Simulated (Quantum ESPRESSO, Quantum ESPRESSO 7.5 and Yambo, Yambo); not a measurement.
# Gap slopes of NbInO4 (P2/c) from G0W0 (hydrostatic strain)

Does LDA give the same change of gap under hydrostatic strain as G0W0? The case is NbInO4 (P2/c).

Method: LDA and many-body steps on it, plane waves, in Quantum ESPRESSO 7.5 and Yambo 5.3.0.

## 1. The structure

Symmetry: P2/c, No. 13, monoclinic system. Conventional cell: a = 4.835 Å, b = 5.771 Å, c = 5.144 Å, α = 90.00°, β = 91.13°, γ = 90.00°. Nb has 6 O at 1.88 to 2.15 Å nearest. Nearest to In lie 6 O at 2.10 to 2.23 Å. O has 1 Nb at 1.88 Å and 2 In at 2.15 to 2.23 Å nearest. Nearest to O lie 2 Nb at 1.98 to 2.15 Å and 1 In at 2.10 Å. Farther neighbours and most contacts between anions are not listed.

The cell and positions come from the Crystallography Open Database and are kept as given unless a step says otherwise.

## 2. Ground state

This step: Quantum ESPRESSO 7.5; DFT, LDA, plane waves, norm-conserving pseudopotentials.

The ground-state density comes first.

File pw.in:

```
&control
  calculation = 'scf'
  prefix = 'x'
  outdir = 'o'
  pseudo_dir = 'pseudo'
/
&system
  ibrav = 0
  nat = 12
  ntyp = 3
  ecutwfc = 80.0
  nbnd = 68
  force_symmorphic = .true.
/
&electrons
  conv_thr = 1e-10
  electron_maxstep = 80
  mixing_beta = 0.5
/
ATOMIC_SPECIES
  Nb 92.906 Nb.upf
  In 114.82 In.upf
  O 15.999 O.upf
CELL_PARAMETERS angstrom
  4.8355000000 0.0000000000 -0.0000000000
  0.0000000000 5.7709000000 0.0000000000
  -0.1014445258 0.0000000000 5.1429996119
ATOMIC_POSITIONS crystal
  Nb 0.0000000000 0.1779000000 0.2500000000
  Nb 0.0000000000 0.8221000000 0.7500000000
  In 0.5000000000 0.6825000000 0.2500000000
  In 0.5000000000 0.3175000000 0.7500000000
  O 0.2600000000 0.6180000000 0.9010000000
  O 0.7400000000 0.6180000000 0.5990000000
  O 0.7400000000 0.3820000000 0.0990000000
  O 0.2600000000 0.3820000000 0.4010000000
  O 0.2170000000 0.8980000000 0.4380000000
  O 0.7830000000 0.8980000000 0.0620000000
  O 0.7830000000 0.1020000000 0.5620000000
  O 0.2170000000 0.1020000000 0.9380000000
K_POINTS automatic
  4 4 4 0 0 0
```

Launch:

```
$ OMP_NUM_THREADS=1 mpirun -n 4 pw.x -nk 4 -in pw.in > pw.out
```

What it wrote:

```text
Program PWSCF v.7.5 starts

     This program is part of the open-source Quantum ESPRESSO suite
     for quantum simulation of materials; please cite
         "P. Giannozzi et al., J. Phys.:Condens. Matter 21 395502 (2009);
         "P. Giannozzi et al., J. Phys.:Condens. Matter 29 465901 (2017);
         "P. Giannozzi et al., J. Chem. Phys. 152 154105 (2020);
     in publications or presentations arising from this work. More details at
     Message from routine setup:
[...]
The total energy is the sum of the following terms:
     one-electron contribution =    -608.18497451 Ry
     hartree contribution      =     356.81395120 Ry
     xc contribution           =    -229.65492877 Ry
     ewald contribution        =    -830.64752137 Ry

     convergence has been achieved in  14 iterations

     XML data file, charge density, pseudopotentials, collected wavefunctions

=------------------------------------------------------------------------------=
   JOB DONE.
=------------------------------------------------------------------------------=
[key lines of the parts left out:]
!    total energy              =   -1311.67347345 Ry
```

The job ended after 2.6 min (4 MPI ranks of Arm Neoverse V2, shared host; peak memory 1.1 GiB; 10 min of CPU time).

This step gave:

- total energy: -17846.2268 eV
- gap: 3.251 eV
- k of the valence top: 0.25, 0, -0.25
- k of the conduction bottom: 0.25, 0, -0.5
- least direct gap: 3.374 eV

The gap is indirect, with the least direct gap 0.12 eV higher.

## 3. Empty states on the mesh, 4×2×2 mesh, 209 bands

The sums over transitions need many empty states on a uniform mesh; this step solves for them.

pw.in: that of step 2 with these lines changed.

```diff
@@ -1,3 +1,3 @@
 &control
-  calculation = 'scf'
+  calculation = 'nscf'
   prefix = 'x'
@@ -11,3 +11,3 @@
   ecutwfc = 80.0
-  nbnd = 68
+  nbnd = 209
   force_symmorphic = .true.
@@ -15,5 +15,6 @@
 &electrons
-  conv_thr = 1e-10
+  conv_thr = 1e-9
   electron_maxstep = 80
-  mixing_beta = 0.5
+  diago_full_acc = .true.
+  diago_thr_init = 5e-6
 /
@@ -41,2 +42,2 @@
 K_POINTS automatic
-  4 4 4 0 0 0
+  4 2 2 0 0 0
```

What it wrote:

```text
[banner, memory and clock lines left out]
Program PWSCF v.7.5 starts

     Atomic positions and unit cell read from directory:
     o/x.save/

     Message from routine setup:
     using ibrav=0 with symmetry is DISCOURAGED, use correct ibrav instead

     G-vector sticks info

     bravais-lattice index     =            0
     lattice parameter (alat)  =       9.1378  a.u.
     unit-cell volume          =     968.4964 (a.u.)^3
     number of atoms/cell      =           12
     number of atomic types    =            3
     number of electrons       =       116.00
[...]
[... 15 further rows ...]
[...]
63.9723

          k = 0.0000-0.4190 0.0000 ( 11668 PWs)   bands (ev):

  -102.9603-102.9601 -61.5854 -61.5837 -61.5761 -61.5747 -61.5528 -61.5519
[...]
19.6521  20.2794  20.8659  21.4039  21.4665  21.5341  22.7939  23.0143
     [... 15 further rows ...]
    61.1317  61.2720  61.6870  61.7164  62.0769  62.0978  62.2967  62.9567
    63.1497

          k = 0.0000-0.4190-0.4701 ( 11680 PWs)   bands (ev):

     [... further k-points ...]

     highest occupied, lowest unoccupied level (ev):     9.5819   12.8444

     XML data file, pseudopotentials, collected wavefunctions
```

The job ended after 73 s (4 MPI ranks; peak memory 1.2 GiB).

Numbers from this step:

```yaml
gap: 3.262 eV
k_of_the_valence_top: -0.5, 0, 0
k_of_the_conduction_bottom: 0.25, 0, -0.5
least_direct_gap: 3.374 eV
k_points_computed: 12
lowest_point_of_the_top_converged_band_above_the_valence_top: 53.1920 eV
```

On this mesh the gap is 3.262 eV.

## 4. Conversion and set-up

This step: Yambo 5.3.0; conversion and set-up on LDA, plane waves, norm-conserving pseudopotentials.

The states are converted to the many-body program's format and the q mesh is built.

Launch:

```
$ (cd o/x.save; p2y > p2y.log; mv SAVE ../..); yambo > setup.log
```

What it wrote:

```text
 Yambo, version 5.3.0

 [02] CORE Variables Setup
 =========================

  [02.01] Unit cells
  ==================

  Cell kind             :  Unknown
  Atoms in the cell     :  Nb  In  O
  number of Nb atoms    :  2
  number of In atoms    :  2
  number of O  atoms    :   8

  List of atomic masses
  Mass of Nb    :  92.90600
  Mass of In    :  114.8200
  Mass of O     :  15.99900

  List of atomic coordinates    : [cc]
  Nb1       : -0.047926  1.940074  2.429715  order 1
  Nb2       : -0.143777  8.965346  7.289146  order 2
[...]
K/Q-points units:
 rlu = crystal or reduced units; cc = cartesian coordinates; iku = interal k-units

 Q [ 1]         [rlu]:  0.000000  0.000000  0.000000
 Q [ 2]         [rlu]: -0.96193E-18   0.0000     -0.50000
 Q [ 3]         [rlu]:  0.000000 -0.500000  0.000000
[...]
Q [ 8]         [rlu]:  0.250000 -0.500000 -0.500000
 Q [ 9]         [rlu]: -0.50000       0.0000     -0.71075E-19
 Q [10]         [rlu]:  0.500000  0.000000 -0.500000
 Q [11]         [rlu]: -0.50000     -0.50000     -0.71075E-19
 Q [12]         [rlu]:  0.500000  0.500000 -0.500000

  [03.01] X indexes
  =================

   [03.01.01] Sigma indexes
   ========================

 [06] Game Over & Game summary
```

Elapsed: 3.7 s, on 1 MPI rank; peak memory 0.26 GiB.

## 5. G0W0, strain +0 %

G0W0 replaces the xc potential by the self-energy, built once from these orbitals. Only a window of levels is corrected, while the sums run over the empty bands that the input names.

This step: G0W0 on LDA, plane waves, norm-conserving pseudopotentials.

File gw1.in:

```
HF_and_locXC
gw0
dyson
ppa
em1d
rim_cut
RandQpts= 1000000
RandGvec= 1 RL
EXXRLvcs= 80 Ry
VXCRLvcs= 320 Ry
Chimod= "HARTREE"
% BndsRnXp
 1 | 209 |
%
NGsBlkXp= 9 Ry
% LongDrXp
 1 | 1 | 1 |
%
% GbndRnge
 1 | 209 |
%
DysSolver= "n"
ExtendOut
PPAPntXp= 27.21138 eV
% QPkrange
 9 | 9 | 57 | 60 |
 6 | 6 | 57 | 60 |
 3 | 3 | 57 | 60 |
 1 | 1 | 57 | 60 |
%
```

Launch:

```
$ OMP_NUM_THREADS=2 mpirun -n 2 yambo -F gw1.in -J gw1 -C gw1 > gw1.log
```

What it wrote:

```text
 Yambo, version 5.3.0

 [02] CORE Variables Setup
 =========================

  [... cell, symmetries and grids as in the set-up ...]

  [02.05] Energies & Occupations
  ==============================

  [X] === General ===
  [X] Electronic Temperature                        :  0.000000  0.000000 [eV K]
  [X] Bosonic    Temperature                        :  0.000000  0.000000 [eV K]
  [X] Finite Temperature mode                       : no
  [X] El. density                                   :  0.80827E+24 [cm-3]
  [X] Fermi Level                                   :  9.581940 [eV]

  [X] === Gaps and Widths ===
  [X] Conduction Band Min                           :  3.262424 [eV]
  [X] Valence Band Max                              :  0.000000 [eV]
  [X] Filled Bands                                  :   58
  [X] Empty Bands                                   :   59  209
  [X] Direct Gap                                    :  3.373775 [eV]
  [X] Direct Gap localized at k                     :  3
  [X] Indirect Gap                                  :  3.262424 [eV]
  [X] Indirect Gap between kpts                     :   9   6
  [X] Last valence band width                       :  0.342098 [eV]
  [X] 1st conduction band width                     :  0.695949 [eV]

 [03] Transferred momenta grid and indexing
 ==========================================

 IBZ Q-points                                      :  12
 BZ  Q-points                                      :  16

 K/Q-points units:
 rlu = crystal or reduced units; cc = cartesian coordinates; iku = interal k-units

 Q [ 1]         [rlu]:  0.000000  0.000000  0.000000
 Q [ 2]         [rlu]: -0.96193E-18   0.0000     -0.50000
 Q [ 3]         [rlu]:  0.000000 -0.500000  0.000000
[...]
Q [ 8]         [rlu]:  0.250000 -0.500000 -0.500000
 Q [ 9]         [rlu]: -0.50000       0.0000     -0.71075E-19
 Q [10]         [rlu]:  0.500000  0.000000 -0.500000
 Q [11]         [rlu]: -0.50000     -0.50000     -0.71075E-19
 Q [12]         [rlu]:  0.500000  0.500000 -0.500000

 [04] Coloumb potential Random Integration (RIM)
 ===============================================

  [04.01] RIM initialization
  ==========================

  * Diagonal components only detected *

  8 x (sBL volume)        :  0.128059 [a.u.]
  sBZ random points       :  1000000
  Points outside the sBZ  :   7991612
  RL volume               :  0.256119 [a.u.]
  Integrated volume       :  0.256388 [a.u.]

  [04.02] RIM integrals
  =====================

  Gamma point sphere radius             :  0.091430 [a.u.]
  Points outside the sphere             :   800999
  [Int_sBZ(q=0) 1/q^2]*(Vol_sBZ)^(-1/3) =:  7.394754
                                 should be <:  7.795600

  Summary of Coulomb integrals for non-metallic bands |Q|[au] RIM/Bare

  Q [1] 0.100000E-4 0.948581 * Q [5] 0.171935 0.778806
  Q [3] 0.288076 1.095968 * Q [2] 0.323247 1.157035
[...]
X poles                                          :  100.0000 [o/o]
  RL vectors in the sum                            :  13917
  [r,Vnl] included                                 : yes
  Field direction                                  :  0.577350E-5  0.577350E-5  0.577350E-5
  BZ energy Double Grid                            : no
  BZ energy DbGd points                            : 0
  BZ Q point size factor                           : -1.000000
  X Optical Averaged directions                    : none

 [07] Local Exchange-Correlation + Non-Local Fock
 ================================================

 [VXC] Plane waves :   93599
 [EXS] Plane waves :  11705

 QP @ state[ 1 ] K range:  1  1
 QP @ state[ 1 ] b range:   57   60
 QP @ state[ 2 ] K range:  3  3
 QP @ state[ 2 ] b range:   57   60
 QP @ state[ 3 ] K range:   6   6
 QP @ state[ 3 ] b range:   57   60
[...]
[xc] Functional : Slater exchange(X)+Perdew & Wang(C)
 [xc] LIBXC used to calculate xc functional
  PP Number of Atomic Species                      :  3
  NLCC RL compoments                               :   93599
  PP Number of Atomic Species                      :  3
  NLCC RL compoments                               :   93599

 [xc] E_xc :  -73.77404 [Ha]
      E_xc :  -147.5481 [Ry]

  Local XC kind (lXC) : Slater exchange(X)+Perdew & Wang(C)
  Non-Local XC kind (nlXC) : Hartree-Fock

  Corrections @ K [1] :  [eV]
 <57|nlXC|57> = -24.68093  0.16506E-16 <57|lXC|57> = -19.68021 -0.61227E-22
 <58|nlXC|58> = -24.78109 -0.23518E-16 <58|lXC|58> = -19.62868 -0.37763E-15
 <59|nlXC|59> = -11.42803  0.18019E-17 <59|lXC|59> = -17.00221  0.55246E-23
[...]
Corrections @ K [3] :  [eV]
[...]
Corrections @ K [6] :  [eV]
[...]
Corrections @ K [9] :  [eV]
[...]
<59|nlXC|59> = -11.34945 -0.51528E-18 <59|lXC|59> = -17.62000  0.18882E-15
 <60|nlXC|60> = -11.57375 -0.17306E-17 <60|lXC|60> = -17.67767 -0.84701E-21

 [08] Dyson equation: Newton solver
 ==================================

  [08.01] G0W0 (W PPA)
  ====================

  [  GW  ] Bands range     :    1  209
  [GW/PPA] G damping       :  0.100000 [eV]

[...]
QP @ state[ 3 ] K range:   6   6
  QP @ state[ 3 ] b range:   57   60
  QP @ state[ 4 ] K range:   9   9
  QP @ state[ 4 ] b range:   57   60

   Sc/G bands                                       :    1  209
   Sc/G damping                                     :  0.100000 ev
   Sc bands terminator                              : no
   Sx RL components                                 :  11705

   QP @ state[ 1 ] K range                          :  1  1
   QP @ state[ 1 ] b range                          :   57   60
   QP @ state[ 2 ] K range                          :  3  3
   QP @ state[ 2 ] b range                          :   57   60
   QP @ state[ 3 ] K range                          :   6   6
   QP @ state[ 3 ] b range                          :   57   60
   QP @ state[ 4 ] K range                          :   9   9
   QP @ state[ 4 ] b range                          :   57   60
   GF energies kind                                 : Slater exchange(X)+Perdew & Wang(C)
   GF WF`s kind                                     : Slater exchange(X)+Perdew & Wang(C)
   Xs energies kind                                 : Slater exchange(X)+Perdew & Wang(C)
   Xs WF`s kind                                     : Slater exchange(X)+Perdew & Wang(C)

 [11] Game Over & Game summary
```

Run time: 7.8 min. Hardware: 2 MPI ranks; peak memory 2.9 GiB; 30 min of CPU time.

Numbers from this step:

| Quantity | Value |
| --- | --- |
| G0W0 gap on the mesh | 4.964 eV |
| starting gap on the mesh | 3.262 eV |
| k of the valence top | 0, -0.5, 0 |
| k of the conduction bottom | 0.25, 0, -0.5 |
| least direct G0W0 gap on the computed points | 5.069 eV |
| Z at the valence top | 0.7801 |
| Z at the conduction bottom | 0.8204 |

The gap on the mesh goes from 3.26 eV to 4.96 eV, a correction of +1.70 eV.

## 6. G0W0, strain -1 %

The cell differs from the one that the last finished run ended in (a 4.835 → 4.787 Å, b 5.771 → 5.713 Å, c 5.144 → 5.093 Å).

gw2.in, as its differences from gw1.in of step 5:

```diff
@@ -14,3 +14,3 @@
 %
-NGsBlkXp= 9 Ry
+NGsBlkXp= 447 RL
 % LongDrXp
```

Launch:

```
$ OMP_NUM_THREADS=2 mpirun -n 2 yambo -F gw2.in -J gw2 -C gw2 > gw2.log
```

What it wrote:

```text
 Yambo, version 5.3.0

 [02] CORE Variables Setup
 =========================

  [... cell, symmetries and grids as in the set-up ...]

  [02.05] Energies & Occupations
  ==============================

  [X] === General ===
  [X] Electronic Temperature                        :  0.000000  0.000000 [eV K]
  [X] Bosonic    Temperature                        :  0.000000  0.000000 [eV K]
  [X] Finite Temperature mode                       : no
  [X] El. density                                   :  0.83301E+24 [cm-3]
[...]
QP @ state[ 2 ] b range                          :   57   60
   QP @ state[ 3 ] K range                          :   6   6
   QP @ state[ 3 ] b range                          :   57   60
   QP @ state[ 4 ] K range                          :   9   9
   QP @ state[ 4 ] b range                          :   57   60
   GF energies kind                                 : Slater exchange(X)+Perdew & Wang(C)
   GF WF`s kind                                     : Slater exchange(X)+Perdew & Wang(C)
   Xs energies kind                                 : Slater exchange(X)+Perdew & Wang(C)
   Xs WF`s kind                                     : Slater exchange(X)+Perdew & Wang(C)

 [11] Game Over & Game summary
```

It took 7.9 min on 2 MPI ranks; peak memory 2.8 GiB; 30 min of CPU time.

Numbers from this step:

```yaml
g0w0_gap_on_the_mesh: 5.163 eV
starting_gap_on_the_mesh: 3.432 eV
k_of_the_valence_top: 0, -0.5, 0
k_of_the_conduction_bottom: 0.25, 0, -0.5
least_direct_g0w0_gap_on_the_computed_points: 5.273 eV
```

The gap on the mesh goes from 3.43 eV to 5.16 eV, a correction of +1.73 eV.

Ground state, empty states and screening of this cell were made anew, as for the first cell; those steps are not shown. 

[end of part 1 of 2]

[Paths, hosts, dates, memory and timing lines, banners, echoed tables and standing remarks are left out of the program output.]

[Logs are printed without paths, hosts, clocks, repeated set-up lines and the standing remarks that a program may print on its own settings, such as how far it seeks lower states.]

[Runs of the session that timed out or met a known fault of the program may be left out.]

[Hosts, paths, dates, database ids (printed as entryN), source tags and the programs' standing remarks are cut or masked in the printed files.]
